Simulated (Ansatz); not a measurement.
# What TlBr3 (model cell, started as ReO3 type) distorts into

Which phase does TlBr3 (model cell, started as ReO3 type) fall into along its unstable mode, and how much energy does it gain?

Calculated with Ansatz 0.2.0; DFT PBEsol, scalar-relativistic, plane waves, norm-conserving pseudopotentials.

The structure was built from a prototype and need not be the compound's stable phase.

## 1. The structure

It takes space group Pm-3m (No. 221, cubic). The conventional cell has a = 5.518 Å, b = 5.518 Å, c = 5.518 Å, α = 90.00°, β = 90.00°, γ = 90.00°. Nearest to Tl lie 6 Br at 2.76 Å. Nearest to Br lie 2 Tl at 2.76 Å. Farther neighbours and most contacts between anions are not listed.

Structure file:

```cif
data_structure
_symmetry_space_group_name_H-M 'P 1'
_symmetry_Int_Tables_number 1
_cell_length_a 5.5181
_cell_length_b 5.5181
_cell_length_c 5.5181
_cell_angle_alpha 90.000
_cell_angle_beta 90.000
_cell_angle_gamma 90.000
_cell_volume 168.02
loop_
_atom_site_label
_atom_site_type_symbol
_atom_site_fract_x
_atom_site_fract_y
_atom_site_fract_z
_atom_site_occupancy
Tl1 Tl 0.00000 0.00000 0.00000 1
Br2 Br 0.50000 0.00000 0.00000 1
Br3 Br 0.00000 0.50000 0.00000 1
Br4 Br 0.00000 0.00000 0.50000 1
```

## 2. The dispersion

The cell comes from relaxations at this level that are not shown. Stability and thermal properties need the whole zone. Linear response on a 2×2×2 q mesh gives force constants as far as a supercell of that size would.

File input.yaml:

```yaml
crystal:
  lattice:
    - [5.5180850399, 0.0, 0.0]
    - [0.0, 5.5180850399, 0.0]
    - [0.0, 0.0, 5.5180850399]
  atoms:
    - { symbol: Tl, position: [0.0, 0.0, 0.0] }
    - { symbol: Br, position: [0.5, 0.0, 0.0] }
    - { symbol: Br, position: [0.0, 0.5, 0.0] }
    - { symbol: Br, position: [0.0, 0.0, 0.5] }
kpoints:
  mp_grid: { grid: [8, 8, 8] }
hamiltonian:
  xc: pbesol
  pseudopotentials: { kind: nc }
scf:
  occupations: { method: methfessel_paxton, width: 0.2 }
output:
  eigenvalues: true
phonons:
  method: dfpt
  qmesh: [2, 2, 2]
  temperatures: { t_max: 1000, t_step: 50 }
  qpath:
    path:
      - [[0.0, 0.0, 0.0], [0.0, 0.5, 0.0], [0.5, 0.5, 0.0], [0.0, 0.0, 0.0], [0.5, 0.5, 0.5], [0.0, 0.5, 0.0]]
      - [[0.5, 0.5, 0.5], [0.5, 0.5, 0.0]]
    npoints: 10
```

Run with:

```
$ ansatz run input.yaml --threads 4 --pin off --max-ram 7168MiB --backend cpu --events-out ev --progress --plain --runs-dir out
```

Numbers of over 12 decimals in the logs are rounded to 6 here.

The log of the run:

```text
Engine: ansatz 0.2.0, x86_64-unknown-linux-gnu
Pseudopotentials: kind: nc
Pseudopotential: Tl, nc, valence charge 13, recommended cutoff 843.552974 eV (normal), Tl.nc.azcp (PseudoDojo's, or run here from an input of PseudoDojo's: the run reads no file of this project's for it)
Pseudopotential: Br, nc, valence charge 7, recommended cutoff 625.861884 eV (normal), Br.nc.azcp (PseudoDojo's, or run here from an input of PseudoDojo's: the run reads no file of this project's for it)
Functional definition: PBEsol
  exchange = pbesol_x
  correlation = pbesol_c
Crystal: 4 atoms, lattice volume = 168.022 Å³
Basis set: ecut = 843.552974 eV, 9315 PW (Γ), exchange–correlation on 108×108×108 points (8 copies of the dense FFT grid, shifted against one another)
Bands: 21, of which v1, the nominal top of the filled ones, is band 17 counted from 1 (16 counted from 0)
Symmetry: 48 space group operations
k-points: 35 of 512
Non-local potential: Tl, projectors of the file, l = 0: 2, l = 1: 2, l = 2: 2
Non-local potential: Br, projectors of the file, l = 0: 2, l = 1: 2, l = 2: 2
Initial density: superposition of atomic densities (chi_scale 0.1, normalization cell, long waves kept (reshape's long-wave potential 0.03 eV rms))
Initial wavefunctions: pseudopotential atomic-orbital guess
Functional: x = pbesol(κ = 0.804, μ = 0.123457), c = pbesol(β = 0.046)
SCF iter   1: F=—  HF=-2936.150215 eV  |F-HF|=—  |Δ(HF+E_count)|=         —  Δρ=2.75e-2  dr2=1.81e0  ethr=3.10e-3  ⟨swp⟩=6.3  Hψ=3800  notcnv=0
preconditioner: auto → LDOS  [metal: Δε(μ)=0.009 eV  Ē_g=11.917 eV  σ=0.200 eV  W_gap=0.04  n_scr=26 (ndim 8)  ℏωp=16.7 eV  f_vac=0.230  D(μ)=4.35/eV (n_scr^D=26)  β→1.0]
SCF iter   2: F=—  HF=-2935.564107 eV  |F-HF|=—  |Δ(HF+E_count)|=   5.86e-1  S|Δr|=    0.00e0  Δρ=1.41e-2  dr2=2.67e-1  ethr=3.10e-3  ⟨swp⟩=3.0  Hψ=1755  notcnv=0
SCF iter   3: F=—  HF=-2935.454837 eV  |F-HF|=—  |Δ(HF+E_count)|=   1.09e-1  S|Δr|=    0.00e0  Δρ=1.66e-3  dr2=5.29e-3  ethr=7.85e-4  ⟨swp⟩=2.0  Hψ=1611  notcnv=0
SCF iter   4: F=—  HF=-2935.453185 eV  |F-HF|=—  |Δ(HF+E_count)|=   1.65e-3  S|Δr|=    0.00e0  Δρ=1.72e-4  dr2=2.93e-5  ethr=1.55e-5  ⟨swp⟩=2.1  Hψ=1213  notcnv=0
SCF iter   5: F=—  HF=-2935.453203 eV  |F-HF|=—  |Δ(HF+E_count)|=   1.80e-5  S|Δr|=    0.00e0  Δρ=3.89e-5  dr2=1.73e-6  ethr=8.61e-8  ⟨swp⟩=2.2  Hψ=1303  notcnv=0
SCF iter   6: F=—  HF=-2935.453319 eV  |F-HF|=—  |Δ(HF+E_count)|=   1.17e-4  S|Δr|=    0.00e0  Δρ=1.08e-5  dr2=1.11e-7  ethr=5.10e-9  ⟨swp⟩=2.7  Hψ=1388  notcnv=0
SCF iter   7: F=—  HF=-2935.453319 eV  |F-HF|=—  |Δ(HF+E_count)|=   2.13e-8  S|Δr|=    0.00e0  Δρ=1.30e-6  dr2=1.57e-9  ethr=3.26e-10  ⟨swp⟩=2.6  Hψ=1378  notcnv=0
SCF iter   8: F=—  HF=-2935.453319 eV  |F-HF|=—  |Δ(HF+E_count)|=  4.01e-10  S|Δr|=    0.00e0  Δρ=2.85e-7  dr2=9.43e-11  ethr=4.62e-12  ⟨swp⟩=2.2  Hψ=1248  notcnv=0
SCF iter   9: F=-2935.453319 eV  HF=-2935.453319 eV  |F-HF|=9.09e-13  |Δ(HF+E_count)|=  1.82e-11  S|Δr|=    0.00e0  Δρ=1.18e-8  dr2=1.75e-13  ethr=1.00e-12  ⟨swp⟩=9.0  Hψ=5189  notcnv=0
SCF 1 converged in 9 iterations: F = -2935.453319 eV  dr2 = 1.75e-13
Initial density: read from a saved state, or passed on in memory by an earlier SCF of this step, an earlier step, the calling program or the single point that the run made first
iter 1 solved again at ethr=8.09e-7 eV; its pass at ethr=3.10e-3 eV (dr2=2.75e-4 eV) is discarded
SCF iter   1: F=—  HF=-2935.453198 eV  |F-HF|=—  |Δ(HF+E_count)|=         —  Δρ=1.87e-6  dr2=4.72e-9  ethr=8.09e-7  ⟨swp⟩=3.1  Hψ=6207  notcnv=0
eigensolver tolerance schedule: the retry pair's looser diagonalisation over-reported the residual by 58289.05 of it (diagonalisation noise at an unbounded share of the residual, at the tolerance the schedule requests for it); recorded, not acted on — ethr = c·dr2/N_el stays at c = 1.0e-1
preconditioner: auto → LDOS  [metal: Δε(μ)=0.045 eV  Ē_g=11.703 eV  σ=0.200 eV  W_gap=0.19  n_scr=26 (ndim 8)  ℏωp=16.7 eV  f_vac=0.244  D(μ)=3.67/eV (n_scr^D=26)  β→1.0]
SCF iter   2: F=—  HF=-2935.453319 eV  |F-HF|=—  |Δ(HF+E_count)|=   1.21e-4  S|Δr|=    0.00e0  Δρ=1.50e-6  dr2=2.85e-9  ethr=1.39e-11  ⟨swp⟩=4.9  Hψ=2698  notcnv=0
SCF iter   3: F=—  HF=-2935.453319 eV  |F-HF|=—  |Δ(HF+E_count)|=  4.99e-10  S|Δr|=    0.00e0  Δρ=8.15e-7  dr2=8.81e-10  ethr=8.39e-12  ⟨swp⟩=1.8  Hψ=1168  notcnv=0
SCF iter   4: F=—  HF=-2935.453319 eV  |F-HF|=—  |Δ(HF+E_count)|=  1.71e-10  S|Δr|=    0.00e0  Δρ=4.84e-7  dr2=3.22e-10  ethr=2.59e-12  ⟨swp⟩=1.0  Hψ=735  notcnv=0
SCF iter   5: F=—  HF=-2935.453319 eV  |F-HF|=—  |Δ(HF+E_count)|=  2.77e-11  S|Δr|=    0.00e0  Δρ=4.25e-7  dr2=2.48e-10  ethr=1.00e-12  ⟨swp⟩=1.0  Hψ=735  notcnv=0
SCF iter   6: F=—  HF=-2935.453319 eV  |F-HF|=—  |Δ(HF+E_count)|=  5.00e-12  S|Δr|=    0.00e0  Δρ=4.03e-7  dr2=2.23e-10  ethr=1.00e-12  ⟨swp⟩=1.0  Hψ=735  notcnv=0
SCF iter   7: F=—  HF=-2935.453319 eV  |F-HF|=—  |Δ(HF+E_count)|=  6.37e-11  S|Δr|=    0.00e0  Δρ=1.21e-7  dr2=1.98e-11  ethr=1.00e-12  ⟨swp⟩=2.3  Hψ=1236  notcnv=0
SCF iter   8: F=—  HF=-2935.453319 eV  |F-HF|=—  |Δ(HF+E_count)|=  4.09e-12  S|Δr|=    0.00e0  Δρ=1.41e-7  dr2=2.59e-11  ethr=1.00e-12  ⟨swp⟩=2.7  Hψ=1456  notcnv=0
SCF iter   9: F=-2935.453319 eV  HF=-2935.453319 eV  |F-HF|=6.37e-12  |Δ(HF+E_count)|=  6.37e-12  S|Δr|=    0.00e0  Δρ=6.13e-8  dr2=5.40e-12  ethr=1.00e-12  ⟨swp⟩=2.0  Hψ=1789  notcnv=0
SCF 2 converged in 9 iterations: F = -2935.453319 eV  dr2 = 5.40e-12
phonons: the bands overlap, so this run is a metal and interpolates without the dipole-dipole term. If the crystal is really an insulator or semiconductor, its LO-TO splitting is missing
NSCF: frozen V_eff on 35 k-points
WARN: eigensolver did not converge in 2 slots of this pass, the one above among them; of largest residual over every band (k=2): 1 band(s) unlocked (lowest unlocked band 20, counted from 0; max residual 1.35e-3 eV among the unlocked bands, 1.35e-3 eV over every band); of lowest unlocked band (k=2): band 20
NSCF: frozen V_eff on 125 k-points
DFPT response loops at q = (0, 0, 0) (fractional): preconditioner auto → none (partly filled bands, converged f_vac=0.244); β = 0.50; Broyden in place of MSR1
NSCF: frozen V_eff on 250 k-points
DFPT response loops at q = (0, 0, -0.5) (fractional): mixed as the last ones told, above
NSCF: frozen V_eff on 250 k-points
DFPT response loops at q = (0, -0.5, -0.5) (fractional): mixed as the last ones told, above
NSCF: frozen V_eff on 250 k-points
DFPT response loops at q = (-0.5, -0.5, -0.5) (fractional): mixed as the last ones told, above
SCF converged after 9 iterations
Stability not checked: this state was not tested for a lower state beside it, because cold or Methfessel-Paxton smearing, or corrected tetrahedra, fill the levels in a way that the test cannot read (fill_not_monotonic; see scf.lower_state_search)
Free energy (F): -2935.453319 eV
Harris-Foulkes:  -2935.453319 eV  (|F-HF|=9.09e-13)
Internal energy: -2935.451098 eV  (E = F + TS)
E sigma→0 (E₀):  -2935.452764 eV
Entropy (-TS):   -0.002221 eV (-0.555 meV/atom)
Fermi energy:    0.393059 eV
--- Per-component energies (eV) ---
  E_band       = -202.011512
  E_kinetic    = 1216.676551
  E_local      = -2558.527475  (includes V_loc(G=0)·N_el)
  E_nonlocal   = -109.726249
  E_hartree    = 913.878604
  E_xc         = -936.116608
  E_vxc        = -578.191527  (∫ρ·V_xc dr)
  E_ewald      = -1461.635921
  E_smearing   = -0.002221  (= −TS)
  E_closure    = -0.000000  (closes the sum)
  Σ components = -2935.453319   (vs F -2935.453319, Δ=0.00e0)
--- Band table (eV; the first three rows and the last of 35) ---
  k-point 0: bands = [... 13 lower, -0.1935, -0.1935, -0.1508, -0.1508, -0.1508, 6.2214, 8.7991, 8.7991]
  k-point 1: bands = [... 13 lower, -0.2117, -0.2098, -0.1601, -0.1601, -0.0819, 6.3607, 8.8149, 8.8149]
  k-point 2: bands = [... 13 lower, -0.2756, -0.2485, -0.1640, -0.1640, 0.3175, 6.7466, 8.3079, 8.8384]
  k-point 34: bands = [... 13 lower, -0.1081, 0.4344, 0.4344, 0.4344, 4.2855, 4.7028, 4.7028, 4.7028]
--- Phonons (Γ-DFPT): 3 representative perturbations + reference (Σ response iterations 6) ---
  ASR residual: 5.213e-5 → 0.000e0 eV/Å²; symmetrization residual: 7.596e-6 eV/Å²
  ASR residual per site (eV/Å²): 1.86e-5 5.21e-5 5.21e-5 5.21e-5
  Γ frequencies (cm⁻¹): -47.71 -47.71 -47.71 -32.03 -32.03 -32.03 0.00 0.00 0.00 145.95 145.95 145.95
--- Phonons (arbitrary-q DFPT): 4 irreducible q on the 2×2×2 mesh ---
  q = [0.0000, 0.0000, 0.0000] (star 1, of the zone-centre solve; hermiticity 3.07e-6, symmetrization 1.51e-14): -47.71 -47.71 -47.71 -32.03 -32.03 -32.03 -0.00 -0.00 -0.00 145.95 145.95 145.95
  q = [0.0000, 0.0000, -0.5000] (star 3, 7 solved perturbations in 775 linear systems a pass and spin channel, the states on 125 of 512 k-point pairs; hermiticity 1.06e-6, symmetrization 2.36e-12, the responses' own estimated error 4.7e-4 eV/Å²): -49.81 -43.01 -41.14 -41.14 -36.91 -36.91 16.51 16.51 79.42 93.97 149.03 149.03
  q = [0.0000, -0.5000, -0.5000] (star 3, 7 solved perturbations in 775 linear systems a pass and spin channel, the states on 125 of 512 k-point pairs; hermiticity 2.59e-6, symmetrization 3.00e-12, the responses' own estimated error 4.7e-4 eV/Å²): -44.75 -44.75 -43.97 -36.03 -36.03 -15.28 19.27 56.19 93.98 93.98 138.58 152.72
  q = [-0.5000, -0.5000, -0.5000] (star 1, 3 solved perturbations in 275 linear systems a pass and spin channel, the states on 125 of 512 k-point pairs; hermiticity 3.99e-13, symmetrization 4.02e-12, the responses' own estimated error 4.4e-4 eV/Å²): -43.97 -43.97 -43.97 -19.04 -19.04 -19.04 54.89 54.89 95.96 95.96 95.96 157.74
  sum rule: each row above includes the acoustic sum rule's correction from the zone centre's row sums; it moved no ω² by more than (0.42 cm⁻¹)²
  mesh force constants: q→R imaginary residual 4.31e-46; ASR residual 5.213e-5 → 0.000e0 eV/Å²; symmetrization residual 5.329e-15 eV/Å²
  interpolated dispersion: 62 rows × 12 modes
  density of states and harmonic sums: on the 12×12×12 q-mesh, interpolated from the force constants of a 2×2×2 supercell (no non-analytic term)
  largest difference from the sums on the solved wave vectors: F 6.63e-2 eV, S 9.85e-5 and C_V 3.22e-5 eV/K
  zero-point energy: 0.033484 eV/cell   skipped modes (ω ≤ 0): 507, of them read as no rigid motion or as one in doubt: 504 (6.000e0 modes/cell left out, lowest -49.81 cm⁻¹)   left out of the sums: 5.00e-1 of the cell's modes: C_V's classical limit lies that fraction below 3 k_B per atom; for a crystal, a wire or a layer, F and S can be off by more, and a phonons.interpolated_qmesh denser along its periods is the remedy for the sampling
```

The job ended after 6.8 min (4 threads of AMD EPYC 7R13 (Zen 3), shared host; peak memory 2.7 GiB; 26 min of CPU time).

Reading the cycles: dr2 is the Hartree energy of the density residual (eV), the measure of convergence; HF is the Harris–Foulkes estimate of the energy, which meets the free energy F at convergence.

Numbers from this step:

- volume per atom: 42.01 Å³
- gap on the k-mesh: 0 eV
- sum-rule residual before enforcement: 5.21e-5 eV/Å²
- lowest frequency on the path: -49.81 cm⁻¹
- point group: m-3m
- highest frequency on the path or at a solved wavevector: 158.2 cm⁻¹
- highest optical mode at the zone centre (no LO-TO term): 145.9 cm⁻¹
- lowest optical zone-centre mode: -47.71 cm⁻¹
- lowest mode on the q mesh (acoustic modes at Γ apart): -49.81 cm⁻¹

Frequencies (cm⁻¹) solved at each irreducible wavevector; negative means imaginary. Frequencies by wavevector, by row:

```
q in reciprocal lattice units  star  mode 1  mode 2  mode 3  mode 4  mode 10  mode 11  mode 12
                        0 0 0     1   -47.7   -47.7   -47.7     -32    145.9    145.9    145.9
                     0 0 -0.5     3   -49.8     -43   -41.1   -41.1       94      149      149
                  0 -0.5 -0.5     3   -44.8   -44.8     -44     -36       94    138.6    152.7
               -0.5 -0.5 -0.5     1     -44     -44     -44     -19       96       96    157.7
```

Interpolated from a 2×2×2 q mesh. The phonon branches at the labelled points (cm⁻¹):

```
    point  branch 1  branch 2  branch 3  branch 4  branch 9  branch 10  branch 11  branch 12
        Γ       -48       -48       -48       -32         0        146        146        146
  halfway       -47       -45       -45       -38        48        125        148        148
        X       -50       -43       -41       -41        79         94        149        149
  halfway       -48       -44       -42       -39        88         94        142        151
        M       -45       -45       -44       -36        94         94        139        153
  halfway       -46       -43       -43       -40        61        118        141        149
        Γ       -48       -48       -48       -32         0        146        146        146
  halfway       -45       -45       -41       -36        66        120        120        154
        R       -44       -44       -44       -19        96         96         96        158
  halfway       -46       -44       -43       -33        89         94        123        156
        X       -50       -43       -41       -41        79         94        149        149
jump to R       -44       -44       -44       -19        96         96         96        158
  halfway       -44       -44       -44       -29        95         95        110        158
        M       -45       -45       -44       -36        94         94        139        153
```

Symmetry leaves 4 wavevectors to solve. The lowest mode among them, the acoustic zeros apart, lies at q = (0, 0, -0.5) and is imaginary, 49.8i cm⁻¹, so the energy falls along it.

## 3. The mode frozen in, largest atomic shift 0 Å

The mode followed lies at Γ with frequency 47.7i cm⁻¹ and is 3-fold degenerate, one of the unstable modes though not the softest. At small amplitude the distorted cell has space group no. 99 by a symmetry search on the positions. The undistorted cell that holds it gives the zero of energy on the same k mesh.

input.yaml, the sections that differ from step 2:

```yaml
output:
  forces: true
  stress: true
  eigenvalues: true
# crystal, kpoints, hamiltonian, scf: as in step 2
# phonons: removed
```

The log of the run:

```text
[...]
Crystal: 4 atoms, lattice volume = 168.022 Å³
Basis set: ecut = 843.552974 eV, 9315 PW (Γ), exchange–correlation on 108×108×108 points (8 copies of the dense FFT grid, shifted against one another)
Bands: 21, of which v1, the nominal top of the filled ones, is band 17 counted from 1 (16 counted from 0)
Symmetry: 48 space group operations
[...]
k-points: 35 of 512
[...]
--- Band table (eV; the first three rows and the last of 35) ---
  k-point 0: bands = [... 13 lower, -0.1935, -0.1935, -0.1508, -0.1508, -0.1508, 6.2214, 8.7991, 8.7991]
  k-point 1: bands = [... 13 lower, -0.2117, -0.2098, -0.1601, -0.1601, -0.0818, 6.3607, 8.8149, 8.8149]
  k-point 2: bands = [... 13 lower, -0.2756, -0.2485, -0.1640, -0.1640, 0.3175, 6.7466, 8.3079, 8.8384]
  k-point 34: bands = [... 13 lower, -0.1081, 0.4344, 0.4344, 0.4344, 4.2855, 4.7028, 4.7028, 4.7028]
[key lines of the parts left out:]
SCF converged after 7 iterations
Free energy (F): -2935.453319 eV
Fermi energy:    0.393061 eV
P = ⅓ Tr σ = -0.0018 GPa (-0.018 kbar)
```

Run time: 3.1 s. Hardware: 4 threads; peak memory 0.74 GiB; 11 s of CPU time.

Numbers from this step:

```
pressure                         : -0.001792 GPa
energy from the undistorted cell : 0 meV/atom
```

The run ends at a pressure of 0.00 GPa.

## 4. The mode frozen in, largest atomic shift 0.32 Å

The atoms are moved along the unstable eigenvector, the largest shift by 0.32 Å, with the cell fixed.

input.yaml, the sections that differ from step 3:

```yaml
crystal:
  lattice:
    - [5.5180850399, 0.0, 0.0]
    - [0.0, 5.5180850399, 0.0]
    - [0.0, 0.0, 5.5180850399]
  atoms:
    - { symbol: Tl, position: [0.0, -0.0387390071, 0.0] }
    - { symbol: Br, position: [0.5, 0.0579911324, 0.0] }
    - { symbol: Br, position: [0.0, 0.4831051185, 0.0] }
    - { symbol: Br, position: [0.0, 0.0579911324, 0.5] }
# kpoints, hamiltonian, scf, output: as in step 3
```

The log of the run:

```text
[...]
Crystal: 4 atoms, lattice volume = 168.022 Å³
Basis set: ecut = 843.552974 eV, 9315 PW (Γ), exchange–correlation on 108×108×108 points (8 copies of the dense FFT grid, shifted against one another)
Bands: 21, of which v1, the nominal top of the filled ones, is band 17 counted from 1 (16 counted from 0)
Symmetry: 8 space group operations
[...]
--- Band table (eV; the first three rows and the last of 75) ---
  k-point 0: bands = [... 13 lower, -0.1294, -0.1294, -0.0162, -0.0162, 0.0089, 6.1580, 7.8183, 7.8183]
  k-point 1: bands = [... 13 lower, -0.1419, -0.0961, -0.0832, -0.0356, 0.2383, 6.2861, 7.7220, 7.8061]
  k-point 2: bands = [... 13 lower, -0.1949, -0.1099, -0.0763, -0.0613, 0.6431, 6.6422, 7.3906, 7.7950]
  k-point 74: bands = [... 13 lower, -0.1296, 0.4518, 0.4518, 0.5262, 3.2954, 4.8537, 4.8537, 5.8147]
[key lines of the parts left out:]
SCF converged after 8 iterations
Free energy (F): -2935.520490 eV
Fermi energy:    0.494069 eV
P = ⅓ Tr σ = -0.4170 GPa (-4.170 kbar)
```

It took 9.5 s on 4 threads; peak memory 0.87 GiB; 37 s of CPU time.

Numbers from this step:

```yaml
pressure: -0.4170 GPa
energy_from_the_undistorted_cell: -17.51 meV/atom
```

The energy, extrapolated to zero smearing, is -17.51 meV/atom against the undistorted cell.

The run ends at a pressure of -0.42 GPa, with forces up to 0.093 eV/Å.

## 5. Energy along the mode, all amplitudes (two of the runs are shown above)

An imaginary frequency means negative curvature, so the energy should fall and then rise again as anharmonic terms take over.

This step gave:

```yaml
depth_at_the_lowest_point_sampled: 17.51 meV/atom
largest_atomic_shift_at_that_point: 0.32 Å
```

The energy from the parent by largest atomic shift:

```
largest atomic shift (Å)  energy from the parent (meV/atom)
                   0.000                                  0
                   0.040                             -0.438
                   0.080                              -1.73
                   0.140                              -5.08
                   0.220                              -11.1
                   0.320                              -17.5
                   0.450                              -15.0
                   0.600                               16.3
```

Displacement at unit largest shift by atom:

```
atom  x (Å)  y (Å)  z (Å)  size
 Tl1   0.00  -0.67   0.00  0.67
 Br2   0.00   1.00   0.00  1.00
 Br3   0.00  -0.29   0.00  0.29
 Br4   0.00   1.00   0.00  1.00
```

The lowest of the steps tried is at 0.32 Å, 17.5 meV/atom below the parent; the bottom of the well need not coincide with a step.

(Continued in part 2 of 2.)

[Logs are printed without paths, hosts, clocks, repeated set-up lines and the standing remarks that a program may print on its own settings, such as how far it seeks lower states.]

[Hosts, paths, dates, database ids (printed as entryN), source tags and the programs' standing remarks are cut or masked in the printed files.]
